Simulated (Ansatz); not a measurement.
# Collinear and non-collinear states of GdAgGe

Aim: rank collinear and non-collinear patterns of moments in one cell of GdAgGe.

Main program and level: Ansatz 0.2.0; PBEsol with U = 6 eV on Gd f (ortho-atomic projectors), PAW set soft_1 (files made for PBE).

### 1. The structure

The structure is hexagonal, space group P-62m (No. 189). Conventional cell: a = 7.165 Å, b = 7.165 Å, c = 4.234 Å, α = 90.00°, β = 90.00°, γ = 120.00°. Gd has 5 Ge at 2.99 to 3.02 Å and 2 Ag at 3.20 Å nearest. Nearest to Ag lie 4 Ge at 2.74 to 2.77 Å and 2 Ag at 3.09 Å and 2 Gd at 3.20 Å. Nearest to Ge lie 3 Ag at 2.74 Å and 6 Gd at 3.02 Å. Ge has 6 Ag at 2.77 Å and 3 Gd at 2.99 Å nearest. Farther neighbours are not listed.

The cell of this run holds 9 atoms, 3 of them with a starting moment; values «a cell» refer to the cell of the run in question.

### 2. Starting state

The work starts on two spin channels, which tell the size of the moments.

input.yaml reads:

```yaml
crystal:
  lattice:
    - [0.0, 0.0, 4.2341]
    - [7.1654, 0.0, 0.0]
    - [-3.5827, 6.2054184283, 0.0]
  atoms:
    - { symbol: Gd, position: [0.0, 0.41674, 0.0], spin: 7.0 }
    - { symbol: Gd, position: [0.0, 0.58326, 0.58326], spin: 7.0 }
    - { symbol: Gd, position: [0.0, 0.0, 0.41674], spin: 7.0 }
    - { symbol: Ag, position: [0.5, 0.75131, 0.0] }
    - { symbol: Ag, position: [0.5, 0.24869, 0.24869] }
    - { symbol: Ag, position: [0.5, 0.0, 0.75131] }
    - { symbol: Ge, position: [0.5, 0.6666666667, 0.3333333333] }
    - { symbol: Ge, position: [0.5, 0.3333333333, 0.6666666667] }
    - { symbol: Ge, position: [0.0, 0.0, 0.0] }
magnetization:
  spin_polarized: true
kpoints:
  mp_grid: { grid: [6, 4, 4] }
hamiltonian:
  xc: pbesol
  hubbard:
    projectors: ortho-atomic
    sites: [{ species: Gd, l: f, u_eff: 6.0 }]
  pseudopotentials: { kind: paw, azcp: { folder: soft_1 }, xc_functional: pbe }
scf:
  occupations: { method: fermi_dirac, width: 0.05 }
  max_iter: 120
  convergence: { dr2_threshold: 1.0e-08 }
output:
  write_density: true
  write_potential: true
  elf: true
  volumetric_format: npy
```

On the command line:

```sh
ansatz run input.yaml --threads 2 --pin off --max-ram 5632MiB --backend cpu --events-out ev --progress --plain --runs-dir out
```

Numbers of over 12 decimals in the logs are rounded to 6 here.

What it wrote:

```text
Engine: ansatz 0.2.0, aarch64-unknown-linux-gnu
Pseudopotentials: kind: paw
Pseudopotential: Gd, paw, valence charge 18, recommended cutoff 420 eV (normal), soft_1/Gd.paw.azcp
Pseudopotential: Ag, paw, valence charge 19, recommended cutoff 420 eV (normal), soft_1/Ag.paw.azcp
Pseudopotential: Ge, paw, valence charge 14, recommended cutoff 420 eV (normal), soft_1/Ge.paw.azcp
Functional definition: PBEsol
  exchange = pbesol_x
  correlation = pbesol_c
Crystal: 9 atoms, lattice volume = 188.266 Å³
Basis set: ecut = 420 eV, 3645 PW (Γ)
Bands: 105, of which v1, the nominal top of the filled ones, is band 77 counted from 1 (76 counted from 0)
Symmetry: 12 space group operations
Space group: P-62m (ITA 189), of the structure as read, at distance tolerance 5.7e-5 Å
Magnetic group: BNS 189.221 (UNI 1451), of the structure as read, at distance tolerance 5.7e-5 Å
k-points: 16 of 96 (time reversal used)
Non-local potential: Gd, projectors of the file, l = 0: 3, l = 1: 2, l = 2: 2, l = 3: 3
Non-local potential: Ag, projectors of the file, l = 0: 3, l = 1: 2, l = 2: 2, l = 3: 1
Non-local potential: Ge, projectors of the file, l = 0: 2, l = 1: 2, l = 2: 3, l = 3: 1
PAW form: soft (Blöchl's): semilocal exchange-correlation on the pseudo side does not see the compensation charge
PAW frozen core: Gd, regenerated for the run's functional, and the local potential with it (the file was generated under x = pbe(κ = 0.804, μ = 0.219515), c = pbe(β = 0.066725))
PAW frozen core: Ag, regenerated for the run's functional, and the local potential with it (the file was generated under x = pbe(κ = 0.804, μ = 0.219515), c = pbe(β = 0.066725))
PAW frozen core: Ge, regenerated for the run's functional, and the local potential with it (the file was generated under x = pbe(κ = 0.804, μ = 0.219515), c = pbe(β = 0.066725))
PAW one-centre angular grid: Gd, 590 points (default); XC on 64 Gauss nodes
PAW one-centre angular grid: Ag, 590 points (default); XC on 64 Gauss nodes
PAW one-centre angular grid: Ge, 590 points (default); XC on 64 Gauss nodes
Initial density: superposition of atomic densities (chi_scale 0.1, normalization cell, long waves kept (reshape's long-wave potential 0.01 eV rms))
Initial wavefunctions: pseudopotential atomic-orbital guess
Functional: x = pbesol(κ = 0.804, μ = 0.123457), c = pbesol(β = 0.046)
SCF iter   1: F=—  HF=-63034.013004 eV  |F-HF|=—  |Δ(HF+E_count)|=         —  Δρ=1.13e-1 (↑1.13e-1 ↓1.12e-1)  dr2=1.85e2  dr2_m=6.22e-1  M=21.504 μB ∫|m|=21.784 μB  β_m=0.30  ethr=3.10e-3  ⟨swp⟩=5.6  Hψ=11088  notcnv=0  defer=81
preconditioner: auto → Kerker (q_TF=auto, 2.636 Å⁻¹)  [metal: Δε(μ)=0.020 eV  Ē_g=14.285 eV  σ=0.050 eV  W_gap=0.10  n_scr=56 (ndim 8)  ℏωp=30.0 eV  f_vac=0.000  D(μ)=7.49/eV (n_scr^D=68)]
spin=Collinear: Kerker preconditioning applied to the charge; magnetization (m = ρ↑ − ρ↓) channel mixes plain (no charge-response kernel on spin).
SCF iter   2: F=—  HF=-63018.110989 eV  |F-HF|=—  |Δ(HF+E_count)|=    1.59e1  Δρ=3.12e-2 (↑2.41e-2 ↓3.12e-2)  dr2=9.07e0  dr2_m=5.96e-1  M=21.090 μB ∫|m|=21.401 μB  β_m=0.32  ethr=3.10e-3  ⟨swp⟩=2.0  Hψ=7132  notcnv=0
SCF iter   3: F=—  HF=-63017.906073 eV  |F-HF|=—  |Δ(HF+E_count)|=   2.05e-1  Δρ=2.59e-2 (↑1.75e-2 ↓2.59e-2)  dr2=4.51e0  dr2_m=4.35e-1  M=21.186 μB ∫|m|=21.546 μB  β_m=0.52  ethr=3.10e-3  ⟨swp⟩=2.2  Hψ=4049  notcnv=0
SCF iter   4: F=—  HF=-63018.398523 eV  |F-HF|=—  |Δ(HF+E_count)|=   4.92e-1  Δρ=5.12e-3 (↑5.05e-3 ↓5.12e-3)  dr2=3.29e-1  dr2_m=7.22e-4  M=21.206 μB ∫|m|=21.782 μB  β_m=0.59  ethr=2.95e-3  ⟨swp⟩=3.5  Hψ=6303  notcnv=0
SCF iter   5: F=—  HF=-63018.298332 eV  |F-HF|=—  |Δ(HF+E_count)|=   1.00e-1  Δρ=2.93e-3 (↑2.93e-3 ↓2.66e-3)  dr2=6.15e-2  dr2_m=5.63e-3  M=21.199 μB ∫|m|=21.803 μB  β_m=0.69  ethr=2.15e-4  ⟨swp⟩=3.2  Hψ=7393  notcnv=0
SCF iter   6: F=—  HF=-63018.301944 eV  |F-HF|=—  |Δ(HF+E_count)|=   3.61e-3  Δρ=1.03e-3 (↑1.03e-3 ↓9.86e-4)  dr2=2.48e-2  dr2_m=1.26e-4  M=21.199 μB ∫|m|=21.811 μB  β_m=0.74  ethr=4.02e-5  ⟨swp⟩=2.1  Hψ=6118  notcnv=0
SCF iter   7: F=—  HF=-63018.296468 eV  |F-HF|=—  |Δ(HF+E_count)|=   5.48e-3  Δρ=5.96e-4 (↑5.81e-4 ↓5.96e-4)  dr2=4.38e-3  dr2_m=3.60e-6  M=21.197 μB ∫|m|=21.817 μB  β_m=0.85  ethr=1.62e-5  ⟨swp⟩=2.1  Hψ=5881  notcnv=0
SCF iter   8: F=—  HF=-63018.295935 eV  |F-HF|=—  |Δ(HF+E_count)|=   5.34e-4  Δρ=3.58e-4 (↑3.42e-4 ↓3.58e-4)  dr2=1.35e-3  dr2_m=2.84e-5  M=21.196 μB ∫|m|=21.815 μB  β_m=0.77  ethr=2.87e-6  ⟨swp⟩=2.0  Hψ=4232  notcnv=0
SCF iter   9: F=—  HF=-63018.295611 eV  |F-HF|=—  |Δ(HF+E_count)|=   3.24e-4  Δρ=1.92e-4 (↑1.19e-4 ↓1.92e-4)  dr2=3.31e-4  dr2_m=8.37e-6  M=21.196 μB ∫|m|=21.815 μB  β_m=0.87  ethr=8.82e-7  ⟨swp⟩=2.4  Hψ=4694  notcnv=0
SCF iter  10: F=—  HF=-63018.295549 eV  |F-HF|=—  |Δ(HF+E_count)|=   6.12e-5  Δρ=8.74e-5 (↑7.74e-5 ↓8.74e-5)  dr2=3.85e-5  dr2_m=4.76e-7  M=21.195 μB ∫|m|=21.812 μB  β_m=0.76  ethr=2.16e-7  ⟨swp⟩=2.0  Hψ=5474  notcnv=0
Initial density: handed on by an earlier stage of this run
iter 1 solved again at ethr=2.49e-8 eV; its pass at ethr=6.54e-7 eV (dr2=3.80e-5 eV) is discarded
SCF iter   1: F=—  HF=-63018.295560 eV  |F-HF|=—  |Δ(HF+E_count)|=         —  Δρ=7.73e-5 (↑7.73e-5 ↓7.71e-5)  dr2=3.37e-5  dr2_m=1.68e-7  M=21.195 μB ∫|m|=21.812 μB  ethr=2.49e-8  ⟨swp⟩=2.6  Hψ=23610  notcnv=0
iteration 1: the SCF starts in the orbital order of the open f shells that the search before it chose, by its bands or by converging an SCF in each of two, with that order's moments; no other order was found more than 0.2 meV higher (one found slightly lower counts as degenerate)
preconditioner: auto → Kerker (q_TF=auto, 2.636 Å⁻¹)  [metal: Δε(μ)=0.103 eV  Ē_g=15.691 eV  σ=0.050 eV  W_gap=0.40  n_scr=56 (ndim 8)  ℏωp=30.0 eV  f_vac=0.000  D(μ)=0.97/eV (n_scr^D=0)]
spin=Collinear: Kerker preconditioning applied to the charge; magnetization (m = ρ↑ − ρ↓) channel mixes plain (no charge-response kernel on spin).
SCF iter   2: F=—  HF=-63018.295612 eV  |F-HF|=—  |Δ(HF+E_count)|=         —  Δρ=1.69e-4 (↑1.69e-4 ↓1.51e-4)  dr2=2.28e-4  dr2_m=9.79e-7  M=21.195 μB ∫|m|=21.813 μB  β_m=0.30  ethr=2.20e-8  ⟨swp⟩=2.5  Hψ=5871  notcnv=0
Mixer restart at iter 2: flushing history
SCF iter   3: F=—  HF=-63018.295564 eV  |F-HF|=—  |Δ(HF+E_count)|=   4.78e-5  Δρ=7.20e-5 (↑7.20e-5 ↓6.53e-5)  dr2=5.43e-5  dr2_m=1.26e-7  M=21.195 μB ∫|m|=21.812 μB  β_m=0.40  ethr=2.20e-8  ⟨swp⟩=2.0  Hψ=5807  notcnv=0
SCF iter   4: F=—  HF=-63018.295552 eV  |F-HF|=—  |Δ(HF+E_count)|=   1.25e-5  Δρ=1.45e-5 (↑1.39e-5 ↓1.45e-5)  dr2=3.71e-6  dr2_m=1.83e-9  M=21.195 μB ∫|m|=21.812 μB  β_m=0.65  ethr=2.20e-8  ⟨swp⟩=2.0  Hψ=4457  notcnv=0
SCF iter   5: F=—  HF=-63018.295551 eV  |F-HF|=—  |Δ(HF+E_count)|=   9.23e-7  Δρ=3.82e-6 (↑3.81e-6 ↓3.82e-6)  dr2=2.40e-7  dr2_m=2.06e-9  M=21.195 μB ∫|m|=21.812 μB  β_m=0.69  ethr=2.42e-9  ⟨swp⟩=2.2  Hψ=5700  notcnv=0
SCF iter   6: F=—  HF=-63018.295551 eV  |F-HF|=—  |Δ(HF+E_count)|=   5.70e-8  Δρ=1.77e-6 (↑1.77e-6 ↓1.76e-6)  dr2=3.26e-8  dr2_m=1.07e-10  M=21.195 μB ∫|m|=21.812 μB  β_m=0.79  ethr=1.57e-10  ⟨swp⟩=2.2  Hψ=4796  notcnv=0
SCF iter   7: F=-63018.295551 eV  HF=-63018.295551 eV  |F-HF|=5.18e-9  |Δ(HF+E_count)|=   6.65e-9  Δρ=7.39e-7 (↑7.39e-7 ↓7.34e-7)  dr2=6.17e-9  dr2_m=5.63e-12  M=21.195 μB ∫|m|=21.812 μB  ethr=6.54e-12  ⟨swp⟩=2.3  Hψ=10171  notcnv=0
SCF 1 converged in 7 iterations: F = -63018.295551 eV  dr2 = 6.17e-9
  greatest PAW one-centre occupation: 1.001 electrons in one spin orbital (limit 2), on the Ag atom at site 5 (counted from 0), in its partial waves of l = 0
SCF converged after 17 iterations (10 of them in the search for the orbital order of the open f shells)
Magnetization: 21.1952 μB (87.0976 up, 65.9024 down)
Absolute magnetization: 21.8065 μB (∫|ρ↑−ρ↓|, with the PAW one-centre terms)
Spin contamination: 0.0479 ħ² per cell (⟨S²⟩ above its minimum at these occupations)
Per-site moments (μB) at R_I (Å): [(7.054142, 1.231770), (7.054142, 1.231770), (7.054142, 1.231770), (-0.024140, 1.131276), (-0.024140, 1.131276), (-0.024140, 1.131276), (-0.061489, 1.131276), (-0.061489, 1.131276), (-0.042349, 1.141462)]
Free energy (F): -63018.295551 eV
Harris-Foulkes:  -63018.295551 eV  (|F-HF|=5.18e-9)
Internal energy: -63018.286935 eV  (E = F + TS)
E sigma→0 (E₀):  -63018.291243 eV
Entropy (-TS):   -0.008616 eV (-0.957 meV/atom)
Fermi energy:    14.354899 eV
--- Per-component energies (eV) ---
  E_band       = -1135.845053
  E_kinetic    = 2754.750217
  E_local      = -18850.532350  (includes V_loc(G=0)·N_el)
  E_nonlocal   = 2107.265428
  E_hartree    = 8702.603636
  E_xc         = -1337.065971
  E_vxc        = -1455.459249  (∫ρ·V_xc dr)
  E_hubbard    = 0.303108  (on-site DFT+U / exact-exchange correction)
  E_vhub       = -62.573227  (the Hubbard potential's part of the band-sum identity)
  E_paw        = -36788.142887  (= ΣΔE_a)
  E_vpaw       = -3034.510971  (= ΣTr[D̂ρ^β])
  E_aug_tail   = 0.001114  (compensation charges beyond the density's cutoff)
  E_ewald      = -19613.177387
  E_core_change = 5.708158  (= ΣΔE_core)
  E_smearing   = -0.008616  (= −TS)
  E_closure    = -0.000000  (closes the sum)
  Σ components = -63018.295551   (vs F -63018.295551, Δ=0.00e0)
--- Band table (eV; the first three rows and the last of 32) ---
  k-point 0 ↑: bands = [... 73 lower, 9.5406, 9.7121, 9.7121, 9.8913, 10.7391, 10.7391, 10.8222, 11.5434, ... 24 higher]
  k-point 1 ↑: bands = [... 73 lower, 9.6603, 9.7312, 9.7487, 9.8683, 10.1291, 10.4634, 11.2376, 12.3321, ... 24 higher]
  k-point 2 ↑: bands = [... 73 lower, 9.7151, 9.7179, 9.7375, 9.7967, 9.8535, 10.3521, 11.8980, 12.1364, ... 24 higher]
  k-point 15 ↓: bands = [... 73 lower, 17.1628, 17.2348, 17.3055, 17.3469, 17.3605, 17.3746, 17.3820, 17.3882, ... 24 higher]
Occupation matrices written to <dir>
```

Elapsed: 87 s, on 2 threads of Arm Neoverse V2, shared host; peak memory 0.95 GiB; 2.8 min of CPU time.

Reading the cycles: dr2 is the Hartree energy of the density residual (eV), the measure of convergence; HF is the Harris–Foulkes estimate of the energy, which meets the free energy F at convergence.

Spin moment in the atom's sphere by atom:

| atom | spin moment in the atom's sphere (μB) |
| --- | --- |
| Gd1 | 7.05 |
| Gd2 | 7.05 |
| Gd3 | 7.05 |
| Ag4 | -0.02 |
| Ag5 | -0.02 |
| Ag6 | -0.02 |
| Ge7 | -0.06 |
| Ge8 | -0.06 |
| Ge9 | -0.04 |

Tables count atoms from 1; parts of the log count from 0.

The run ends ferromagnetic, with a net moment of 21.2 μB a cell. Only this order was typed.

Spin density in the ac plane at fractional y = 0.000, with atoms of Gd and Ag and Ge within 0.2 Å of it.

Ten even steps from '_' (0 e/Å³) to '@' (14 e/Å³), each cell a mean:
```
____________________________
____________________________
____________________________
____________________________
____________________________
____________________________
____________________________
____________________________
____________________________
____________________________
____________________________
--..______________________::
%%==____________________::**
@@++..__________________::##
--::______________________::
____________________________
____________________________
____________________________
____________________________
____________________________
____________________________
____________________________
____________________________
```
Columns run along a (4.2 Å), rows up along c (7.2 Å). Atoms in or near the plane, at fractional coordinates: Gd at (0.00, 0.42), Ag at (0.50, 0.75), Ge at (0.00, 0.00).

Valence density in the ac plane at fractional y = 0.000, with atoms of Gd and Ag and Ge within 0.2 Å of it. It is the smooth field of the valence electrons, not physical close to the nuclei.

Ten steps, logarithmic in the rise over the least value, from '0' (0 e/Å³) to '9' (39 e/Å³), each cell a mean:
```
86210000000147
53110000000124
11101123210011
00001456531000
00012578742000
00013688752000
00012577642000
00001345421000
00000122210000
11000000000001
33100000000123
65310000000245
76420000001357
77420000001357
65310000000246
43200000000124
11000000000011
00000000000000
00000000000000
11000000000011
32100000000112
76210000000136
98310000000158
```
Columns run along a (4.2 Å), rows up along c (7.2 Å). Atoms in or near the plane, at fractional coordinates: Gd at (0.00, 0.42), Ag at (0.50, 0.75), Ge at (0.00, 0.00).

ELF in the ac plane at fractional y = 0.000, with atoms of Gd and Ag and Ge within 0.2 Å of it. It is the smooth field of the valence electrons, not physical close to the nuclei.

Values, 23 rows by 14 columns, each cell a mean:
```
0.23 0.21 0.37 0.43 0.38 0.24 0.17 0.16 0.19 0.29 0.41 0.43 0.30 0.19
0.28 0.35 0.44 0.43 0.31 0.19 0.17 0.17 0.17 0.22 0.36 0.45 0.41 0.32
0.48 0.49 0.48 0.35 0.21 0.22 0.29 0.32 0.27 0.20 0.25 0.41 0.49 0.49
0.56 0.53 0.40 0.24 0.23 0.36 0.46 0.49 0.43 0.31 0.21 0.29 0.46 0.54
0.50 0.42 0.27 0.21 0.31 0.48 0.62 0.69 0.57 0.42 0.26 0.21 0.33 0.46
0.34 0.30 0.23 0.22 0.36 0.51 0.71 0.82 0.64 0.45 0.30 0.21 0.25 0.32
0.23 0.23 0.23 0.24 0.34 0.46 0.58 0.65 0.54 0.42 0.29 0.23 0.23 0.23
0.11 0.14 0.21 0.25 0.28 0.36 0.42 0.44 0.40 0.32 0.27 0.24 0.18 0.13
0.09 0.09 0.13 0.21 0.25 0.26 0.28 0.29 0.28 0.26 0.25 0.18 0.11 0.09
0.38 0.29 0.15 0.12 0.19 0.23 0.23 0.22 0.23 0.23 0.16 0.12 0.20 0.33
0.73 0.66 0.43 0.17 0.12 0.19 0.24 0.24 0.23 0.16 0.11 0.24 0.54 0.70
0.73 0.77 0.69 0.36 0.10 0.12 0.20 0.22 0.18 0.10 0.16 0.49 0.75 0.76
0.26 0.60 0.76 0.51 0.14 0.09 0.15 0.18 0.13 0.08 0.25 0.64 0.75 0.48
0.17 0.57 0.78 0.54 0.15 0.07 0.13 0.16 0.11 0.07 0.27 0.67 0.75 0.42
0.67 0.76 0.72 0.41 0.11 0.08 0.13 0.16 0.12 0.07 0.19 0.55 0.76 0.73
0.74 0.70 0.51 0.21 0.08 0.11 0.17 0.18 0.15 0.08 0.10 0.31 0.61 0.72
0.38 0.30 0.16 0.10 0.11 0.17 0.20 0.20 0.19 0.15 0.10 0.11 0.22 0.34
0.19 0.18 0.17 0.18 0.20 0.20 0.20 0.20 0.20 0.20 0.19 0.17 0.17 0.19
0.45 0.44 0.42 0.35 0.27 0.21 0.19 0.18 0.19 0.23 0.30 0.38 0.43 0.44
0.52 0.53 0.53 0.46 0.32 0.22 0.18 0.17 0.19 0.25 0.37 0.49 0.53 0.52
0.38 0.43 0.48 0.47 0.36 0.23 0.17 0.16 0.18 0.27 0.41 0.49 0.46 0.41
0.20 0.24 0.39 0.44 0.38 0.24 0.18 0.16 0.19 0.29 0.42 0.44 0.33 0.21
0.51 0.20 0.34 0.43 0.39 0.26 0.18 0.16 0.20 0.31 0.42 0.42 0.26 0.23
```
Columns run along a (4.2 Å), rows up along c (7.2 Å). Atoms in or near the plane, at fractional coordinates: Gd at (0.00, 0.42), Ag at (0.50, 0.75), Ge at (0.00, 0.00).

### 3. Mesh refined

Levels at the Fermi energy are partly filled, so moments and energy differences can hang on the k-mesh, and the state is solved again on a denser one.

input.yaml, the sections that differ from step 2:

```yaml
crystal:
  lattice:
    - [0.0, 0.0, 4.2341]
    - [7.1654, 0.0, 0.0]
    - [-3.5827, 6.2054184283, 0.0]
  atoms:
    - { symbol: Gd, position: [0.0, 0.41674, 0.0], spin: 7.05 }
    - { symbol: Gd, position: [0.0, 0.58326, 0.58326], spin: 7.05 }
    - { symbol: Gd, position: [0.0, 0.0, 0.41674], spin: 7.05 }
    - { symbol: Ag, position: [0.5, 0.75131, 0.0] }
    - { symbol: Ag, position: [0.5, 0.24869, 0.24869] }
    - { symbol: Ag, position: [0.5, 0.0, 0.75131] }
    - { symbol: Ge, position: [0.5, 0.6666666667, 0.3333333333] }
    - { symbol: Ge, position: [0.5, 0.3333333333, 0.6666666667] }
    - { symbol: Ge, position: [0.0, 0.0, 0.0] }
kpoints:
  mp_grid: { grid: [9, 6, 6] }
basis:
  ecutwfc: 420.0
checkpoint:
  read: start
  write: ck
  compress: false
  write_wavefunctions: false
  write_every: 100000
# magnetization, hamiltonian, scf: as in step 2
# output: removed
```

On the command line:

```sh
ansatz run input.yaml --threads 4 --pin off --max-ram 11264MiB --backend cpu --events-out ev --progress --plain --runs-dir out
```

What it wrote:

```text
[...]
Free energy (F): -63018.291229 eV
[...]
Internal energy: -63018.280225 eV  (E = F + TS)
E sigma→0 (E₀):  -63018.285727 eV
Entropy (-TS):   -0.011004 eV (-1.223 meV/atom)
Fermi energy:    14.411969 eV
[...]
Occupation matrices written to <dir>
[key lines of the parts left out:]
SCF converged after 7 iterations
Magnetization: 21.2022 μB (87.1011 up, 65.8989 down)
```

The job ended after 31 s (4 threads; peak memory 1.5 GiB; 2 min of CPU time).

Spin moment in the atom's sphere by atom:

```
atom  spin moment in the atom's sphere (μB)
 Gd1                                   7.05
 Gd2                                   7.05
 Gd3                                   7.05
 Ag4                                  -0.02
 Ag5                                  -0.02
 Ag6                                  -0.02
 Ge7                                  -0.06
 Ge8                                  -0.06
 Ge9                                  -0.04
```

The run ends ferromagnetic, with a net moment of 21.2 μB a cell, against 21.2 μB on the first mesh.

Signs and angles in the names of the patterns follow the order of the magnetic atoms in the input, which need not be their order in space.

In the spinor runs that follow the search for lower states is off.

[end of part 1 of 2]

[Logs and program files are shortened in this print: banners, set-up blocks, solver, clock and traceback lines can be left out without a mark of their own.]

[Logs are printed without paths, hosts, clocks, repeated set-up lines and the standing remarks that a program may print on its own settings, such as how far it seeks lower states.]

[Hosts, paths, dates, database ids (printed as entryN), source tags and the programs' standing remarks are cut or masked in the printed files.]
